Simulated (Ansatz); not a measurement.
## Arsenene monolayer in a perpendicular field

What dipole does a perpendicular field induce in the arsenene monolayer, and does the gap follow? A positive field points along +c.

Main program and level: Ansatz 0.2.0; plane-wave DFT, PBE-D3(BJ), Ansatz PAW (set soft_1); PAW set soft_1.

The raw output is cut from this account; settings, times and results stay.

## 1. Starting point

The cell holds 2 atoms: 2 As. Its edges and angles: a = 3.610 Å, b = 3.610 Å, c = 33.800 Å, α = 90.0°, β = 90.0°, γ = 120.0°. Vacuum lies along c.

## 2. Relaxing the slab

The starting cell is a guess, so the in-plane lattice and the atoms are relaxed first, with the slab cut off from its images along the normal.

The input, input.yaml:

```yaml
crystal:
  lattice:
    - [3.61, 0.0, 0.0]
    - [-1.805, 3.1263517077, 0.0]
    - [0.0, 0.0, 33.799999999]
  atoms:
    - { symbol: As, position: [0.6666666667, 0.3333333333, 0.4792899408] }
    - { symbol: As, position: [0.3333333333, 0.6666666667, 0.5207100592] }
  periodic: [true, true, false]
kpoints:
  mp_grid: { grid: [12, 12, 1] }
hamiltonian:
  xc: pbe
  dispersion: d3bj
  pseudopotentials: { kind: paw, azcp: { folder: soft_1 } }
scf:
  occupations: { method: fermi_dirac, width: 0.05 }
  convergence: { dr2_threshold: 1.0e-09 }
relax:
  f_tol: 0.004
  max_steps: 90
  cell: {}
output:
  write_potential: true
  write_density: true
  volumetric_format: npy
```

The run is started by

```
$ ansatz run input.yaml --threads 2 --pin off --max-ram 3072MiB --backend cpu --events-out ev --progress --plain --runs-dir out
```

Wall time 18 s (2 threads of Arm Neoverse V1, shared host); peak memory 0.58 GiB; 36 s of CPU time.

Step by step:

```tsv
step	energy less that of the first step (eV)	largest force component (eV/Å)	volume (Å³)
1	0.0000	0.1525	381.47
2	-0.0051	0.0482	376.93
3	-0.0058	0.0755	371.38
4	-0.0063	0.0020	373.27
5*	-0.0061	0.0021	373.27
```

Relaxation steps marked * repeat the geometry before them on a plane-wave basis chosen anew for their cell, so energy and pressure can jump there.

Forces are held to the 12 operations that the program found; a distortion that breaks them can't arise in this run.

```tsv
cell as run	before	after	change
a (Å)	3.610	3.571	-1.1 %
b (Å)	3.610	3.571	-1.1 %
```

The relaxed structure:

```xyz
2
Lattice="3.5710 0.0000 0.0000 -1.7855 3.0926 0.0000 0.0000 0.0000 33.8000" Properties=species:S:1:pos:R:3
As    1.7855    1.0309   16.2009
As    0.0000    2.0617   17.5991
```

The lattice constant a goes from 3.610 to 3.571 Å.

## 3. Atoms held, field 0

A sawtooth potential applies the field, turning back in the middle of the vacuum. With the dipole correction the typed value is the field outside the slab. The induced dipole is small, so the SCF threshold is tight.

The cell differs from the one that the last finished run ended in (c 33.800 → 19.398 Å).

The input, input.yaml:

```yaml
crystal:
  lattice:
    - [3.5709987177, 0.0, 0.0]
    - [-1.7854993589, 3.0925756064, 0.0]
    - [0.0, 0.0, 19.3982082203]
  atoms:
    - { symbol: As, position: [0.6666666667, 0.3333333333, 0.4639603771] }
    - { symbol: As, position: [0.3333333333, 0.6666666667, 0.5360396229] }
kpoints:
  mp_grid: { grid: [18, 18, 1] }
  band_path:
    path: [[0, 0, 0], [0.5, 0, 0], [0.33333333, 0.33333333, 0], [0, 0, 0]]
    npoints: 16
hamiltonian:
  xc: pbe
  dispersion: d3bj
  pseudopotentials: { kind: paw, azcp: { folder: soft_1 } }
scf:
  occupations: { method: fermi_dirac, width: 0.02585 }
  convergence: { dr2_threshold: 1.0e-10 }
efield:
  axis: 3
  dipole_correction: true
  ramp_position: 0.97
  ramp_width: 0.06
  amplitude: 0
output:
  dos: { projected: true, e_range: [-6, 5] }
  write_potential: true
  write_density: true
  volumetric_format: npy
  elf: true
```

Wall time 12 s (2 threads); peak memory 0.48 GiB; 23 s of CPU time.

Numbers from this step:

| Property | Result |
| --- | --- |
| gap on the k-mesh | 1.545 eV |
| dipole along the normal | 1.52e-7 e·Å |
| gap along the path | 1.532 eV |
| smallest direct gap along the path | 2.046 eV |
| ionisation energy, upper face | 5.259 eV |
| electron affinity, upper face | 3.728 eV |
| gap, the smaller of path and mesh | 1.532 eV |

Running mean over a fixed 2.7 Å (it still follows the layers) of the planar mean; the ramp of the sawtooth is left out. The electron's electrostatic potential energy less the Fermi level by z:

```tsv
z (Å)	electron's electrostatic potential energy less the Fermi level (eV)
3.0	4.50
3.5	4.50
4.0	4.50
4.5	4.50
5.0	4.50
5.5	4.49
6.0	4.44
6.5	4.25
7.0	3.51
7.5	2.25
8.0	0.895
8.5	-1.02
9.0	-2.47
9.5	-3.33
10.0	-3.20
10.5	-2.24
11.0	-0.622
11.5	1.22
12.0	2.50
12.5	3.75
13.0	4.31
13.5	4.46
14.0	4.49
14.5	4.50
15.0	4.50
15.5	4.50
16.0	4.50
16.5	4.50
```

The density of states has structure finer than the step of the table below, so its rows give means over 0.2 eV. Peaks (eV: height): -4.46: 4.96, -2.42: 4.30, -1.42: 3.75, -1.29: 6.33, 1.83: 3.44, 2.27: 2.56, 2.68: 3.53.

The density of states by energy, zero at the Fermi level of the run, which the smearing sets inside the gap; means over each step:

```tsv
energy (eV)	density of states (states/eV a cell)
-5.4	0
-5.2	0.301
-5.0	0.464
-4.8	0.540
-4.6	1.11
-4.4	3.54
-4.2	1.16
-4.0	0.630
-3.8	0.917
-3.6	1.16
-3.4	1.66
-3.2	1.34
-3.0	1.04
-2.8	1.29
-2.6	1.26
-2.4	2.35
-2.2	1.69
-2.0	1.45
-1.8	1.38
-1.6	1.38
-1.4	2.50
-1.2	1.81
-1.0	0.290
-0.8	0.140
-0.6	0
-0.4	0
-0.2	0
0.0	0
0.2	0
0.4	0
0.6	0
0.8	0.269
1.0	0.926
1.2	1.45
1.4	1.54
1.6	1.79
1.8	2.51
2.0	1.30
2.2	0.623
2.4	0.908
2.6	2.19
```

Projected DOS per atom over height of the atomic layer and energy from the Fermi level. Layers: As As from below.

Values in states/eV, 22 rows by 2 columns, each cell a mean:
```
0.92 0.92
0.27 0.27
1.07 1.07
0.74 0.74
0.44 0.44
0.01 0.01
0.00 0.00
0.00 0.00
0.00 0.00
0.15 0.15
1.25 1.25
0.68 0.68
0.88 0.88
0.78 0.78
0.55 0.55
0.74 0.74
0.45 0.45
0.72 0.72
0.92 0.92
0.23 0.23
0.02 0.02
0.00 0.00
```
Columns: height of the atomic layer (Å) from 9 to 10.4; rows upwards: energy from the Fermi level (eV) from -5.96 to 2.77.

Electronic bands along the path, in eV, zero at the Fermi level of the run, which the smearing sets inside the gap:

```tsv
point	band 13	band 14	band 15	band 16	band 17	band 18	band 19
Γ	-1.48	-0.76	-0.76	1.29	2.75	2.75	4.00
halfway	-4.09	-1.94	-1.31	0.92	3.55	3.67	4.83
M	-4.31	-2.69	-2.47	1.18	2.27	3.74	5.43
halfway	-4.65	-3.33	-2.46	1.80	2.90	3.35	5.99
K	-5.27	-2.87	-2.87	1.11	3.76	3.76	7.28
halfway	-4.11	-3.09	-1.28	1.97	2.71	3.99	5.24
Γ	-1.48	-0.76	-0.76	1.29	2.75	2.75	4.00
```

Electrostatic potential energy in the ca plane at fractional y = 0.333, with atoms of As within 0.2 Å of it. With pseudopotentials it is smooth inside the atoms' cores, unlike the true potential.

Values in eV, 5 rows by 16 columns, each cell a mean:
```
  3   3   3   3   3   3   3   2  -8 -11  -2   2   3   3   3   3
  3   3   3   3   3   3   3   1  -6  -4  -3   2   3   3   3   3
  3   3   3   3   3   3   3   2  -9 -10  -2   2   3   3   3   3
  3   3   3   3   3   3   3   2   0  -3  -6   0   3   3   3   3
  3   3   3   3   3   3   3   2   0  -2  -6   0   3   3   3   3
```
Columns run along c (16.0 Å, from fractional 0.00 to 0.82 of the cell; values clipped at the 3rd and 97th percentile), rows up along a (3.6 Å). Atoms in or near the plane, at fractional coordinates: As at (0.46, 0.67).

ELF in the ca plane at fractional y = 0.333, with atoms of As within 0.2 Å of it. It is the smooth field of the valence electrons, not physical close to the nuclei.

Values, 5 rows by 16 columns, each cell a mean:
```
0.00 0.00 0.00 0.00 0.00 0.01 0.16 0.67 0.71 0.54 0.42 0.17 0.03 0.00 0.00 0.00
0.00 0.00 0.00 0.00 0.00 0.02 0.32 0.84 0.57 0.26 0.29 0.03 0.01 0.00 0.00 0.00
0.00 0.00 0.00 0.00 0.00 0.01 0.17 0.69 0.71 0.53 0.41 0.16 0.03 0.00 0.00 0.00
0.00 0.00 0.00 0.00 0.00 0.00 0.02 0.14 0.31 0.47 0.57 0.58 0.19 0.01 0.00 0.00
0.00 0.00 0.00 0.00 0.00 0.00 0.01 0.11 0.28 0.45 0.57 0.60 0.20 0.01 0.00 0.00
```
Columns run along c (16.0 Å, from fractional 0.00 to 0.82 of the cell), rows up along a (3.6 Å). Atoms in or near the plane, at fractional coordinates: As at (0.46, 0.67).

Valence density in the ca plane at fractional y = 0.333, with atoms of As within 0.2 Å of it. It is the smooth field of the valence electrons, not physical close to the nuclei.

Ten steps, logarithmic in the rise over the least value, from '0' (0 e/Å³) to '9' (29 e/Å³), each cell a mean:
```
00000000000000000000001122211100000000000000
00000000000000000000001366321000000000000000
00000000000000000000012699621000000000000000
00000000000000000000012588521000000000000000
00000000000000000000001233211000000000000000
00000000000000000000000111111100000000000000
00000000000000000000000001111110000000000000
00000000000000000000000000111110000000000000
00000000000000000000000011111110000000000000
```
Columns run along c (16.0 Å, from fractional 0.00 to 0.82 of the cell), rows up along a (3.6 Å). Atoms in or near the plane, at fractional coordinates: As at (0.46, 0.67).

The gap is 1.53 eV, with the valence edge 5.26 eV and the conduction edge 3.73 eV under the upper vacuum level.

## 4. Single point, field 0.1 V/Å

input.yaml: that of step 3 with these lines changed.

```diff
@@ -23,7 +23,6 @@
   dipole_correction: true
-  ramp_position: 0.97
-  ramp_width: 0.06
-  amplitude: 0
+  ramp_position: 0.9428
+  ramp_width: 0.1144
+  amplitude: 0.1
 output:
-  dos: { projected: true, e_range: [-6, 5] }
   write_potential: true
@@ -31,2 +30 @@
   volumetric_format: npy
-  elf: true
```

It took 11 s on 2 threads; peak memory 0.44 GiB; 23 s of CPU time.

The dipole is 0.0245 e·Å, and the gap 1.531 eV.

## 5. Single point, field -0.1 V/Å

input.yaml: that of step 4 with these lines changed.

```diff
@@ -25,3 +25,3 @@
   ramp_width: 0.1144
-  amplitude: 0.1
+  amplitude: -0.1
 output:
```

It took 12 s on 2 threads; peak memory 0.44 GiB; 23 s of CPU time.

The dipole is -0.0245 e·Å, and the gap 1.531 eV.

## 6. Response, atoms held

This step: plane-wave DFT, PBE-D3(BJ), Ansatz PAW (set soft_1); response to a field along the normal, atoms held; PAW set soft_1 (Ansatz 0.2.0).

The dipoles give the slope, and the difference of two potentials shows where the field is screened.

This step gave:

* equivalent conductor thickness p/(ε₀AE): 4.016 Å
* distance between the outer atoms: 1.398 Å

Table of dipole of the cell by applied field:

```tsv
applied field (V/Å)	dipole of the cell (e·Å)
-0.1000	-0.0245
0.0000	1.5e-7
0.1000	0.0245
```

Local field over the applied field, running mean. From the potentials at -0.1 and 0.1 V/Å; running mean over 2.5 Å. The local field over applied field by z:

```tsv
z (Å)	local field over applied field
4.02	0.999
4.31	0.998
4.60	0.996
4.89	0.993
5.32	0.984
5.60	0.973
5.89	0.954
6.18	0.925
6.47	0.880
6.75	0.817
7.04	0.735
7.33	0.641
7.76	0.490
8.05	0.387
8.33	0.286
8.62	0.194
8.91	0.118
9.20	0.0662
9.48	0.0391
9.91	0.0391
10.20	0.0662
10.49	0.118
10.78	0.194
11.06	0.286
11.35	0.387
11.64	0.490
12.07	0.641
12.36	0.735
12.64	0.817
12.93	0.880
13.22	0.925
13.51	0.954
13.79	0.973
14.08	0.984
14.51	0.993
14.80	0.996
15.09	0.998
15.37	0.999
```

Electrons, planar mean, per unit field. Induced electron density against z:

```tsv
z (Å)	induced electron density (e/Å³ per V/Å)
4.02	5.1e-6
4.45	1.3e-5
4.74	2.3e-5
5.17	5.7e-5
5.60	1.3e-4
6.04	3.0e-4
6.32	4.9e-4
6.75	0.00102
7.18	0.00194
7.62	0.00307
7.90	0.00340
8.33	0.00212
8.77	0.00103
9.05	9.0e-4
9.48	5.8e-4
9.91	-5.8e-4
10.35	-9.0e-4
10.63	-0.00103
11.06	-0.00212
11.50	-0.00340
11.78	-0.00307
12.21	-0.00194
12.64	-0.00102
13.08	-4.9e-4
13.36	-3.0e-4
13.79	-1.3e-4
14.23	-5.7e-5
14.66	-2.3e-5
14.94	-1.3e-5
15.37	-5.1e-6
```

The smaller of the gaps on the path and on the k-mesh, counted as 0 under 0.03 eV. The gap stays at 1.53 eV for applied field from -0.1 to 0.1 V/Å.

By hand: between -0.1 and 0.1 V/Å the dipole changes by 0.04902 e·Å, a slope of 0.2451 e·Å²/V. A perfect conductor of thickness t has p = ε₀AEt, so t = 180.95 × 0.2451 / 11.044 = 4.02 Å (e/ε₀ = 180.95 V·Å, A in Å²).

The induced dipole is that of a conductor 4.02 Å thick.

## 7. Outcome

```yaml
gap_without_field: 1.53 eV
ionisation_energy_upper_face: 5.26 eV
electron_affinity_upper_face: 3.73 eV
equivalent_conductor_thickness_atoms_held: 4.02 Å
```

The induced dipole equals that of a perfect conductor 4.02 Å thick, while the outer atoms lie 1.40 Å apart; an out-of-plane ε follows only once a thickness t is chosen, by 1 − 1/ε = 4.02 Å / t. The gap stays within 0.01 eV of 1.53 eV over the fields run, up to 0.1 V/Å in size. Semilocal functionals give gaps that are too small, and excitons are not included. Spin-orbit coupling is left out.

[Long decimals in the printed logs are rounded to 6 places.]

[Logs are printed without paths, hosts, clocks, repeated set-up lines and the standing remarks that a program may print on its own settings, such as how far it seeks lower states.]

[Hosts, paths, dates, database ids (printed as entryN), source tags and the programs' standing remarks are cut or masked in the printed files.]

[Maps of the electrostatic potential energy from Ansatz leave out the sawtooth potential of an applied field or a dipole correction, so their vacuum need not be flat; planar profiles and work functions include it.]

[The density of states shown here was stored with 400 of the rows of the run's finer table, so its peaks can read low, often by over a quarter, or be missed, and its means over a window can be off by a tenth or more.]
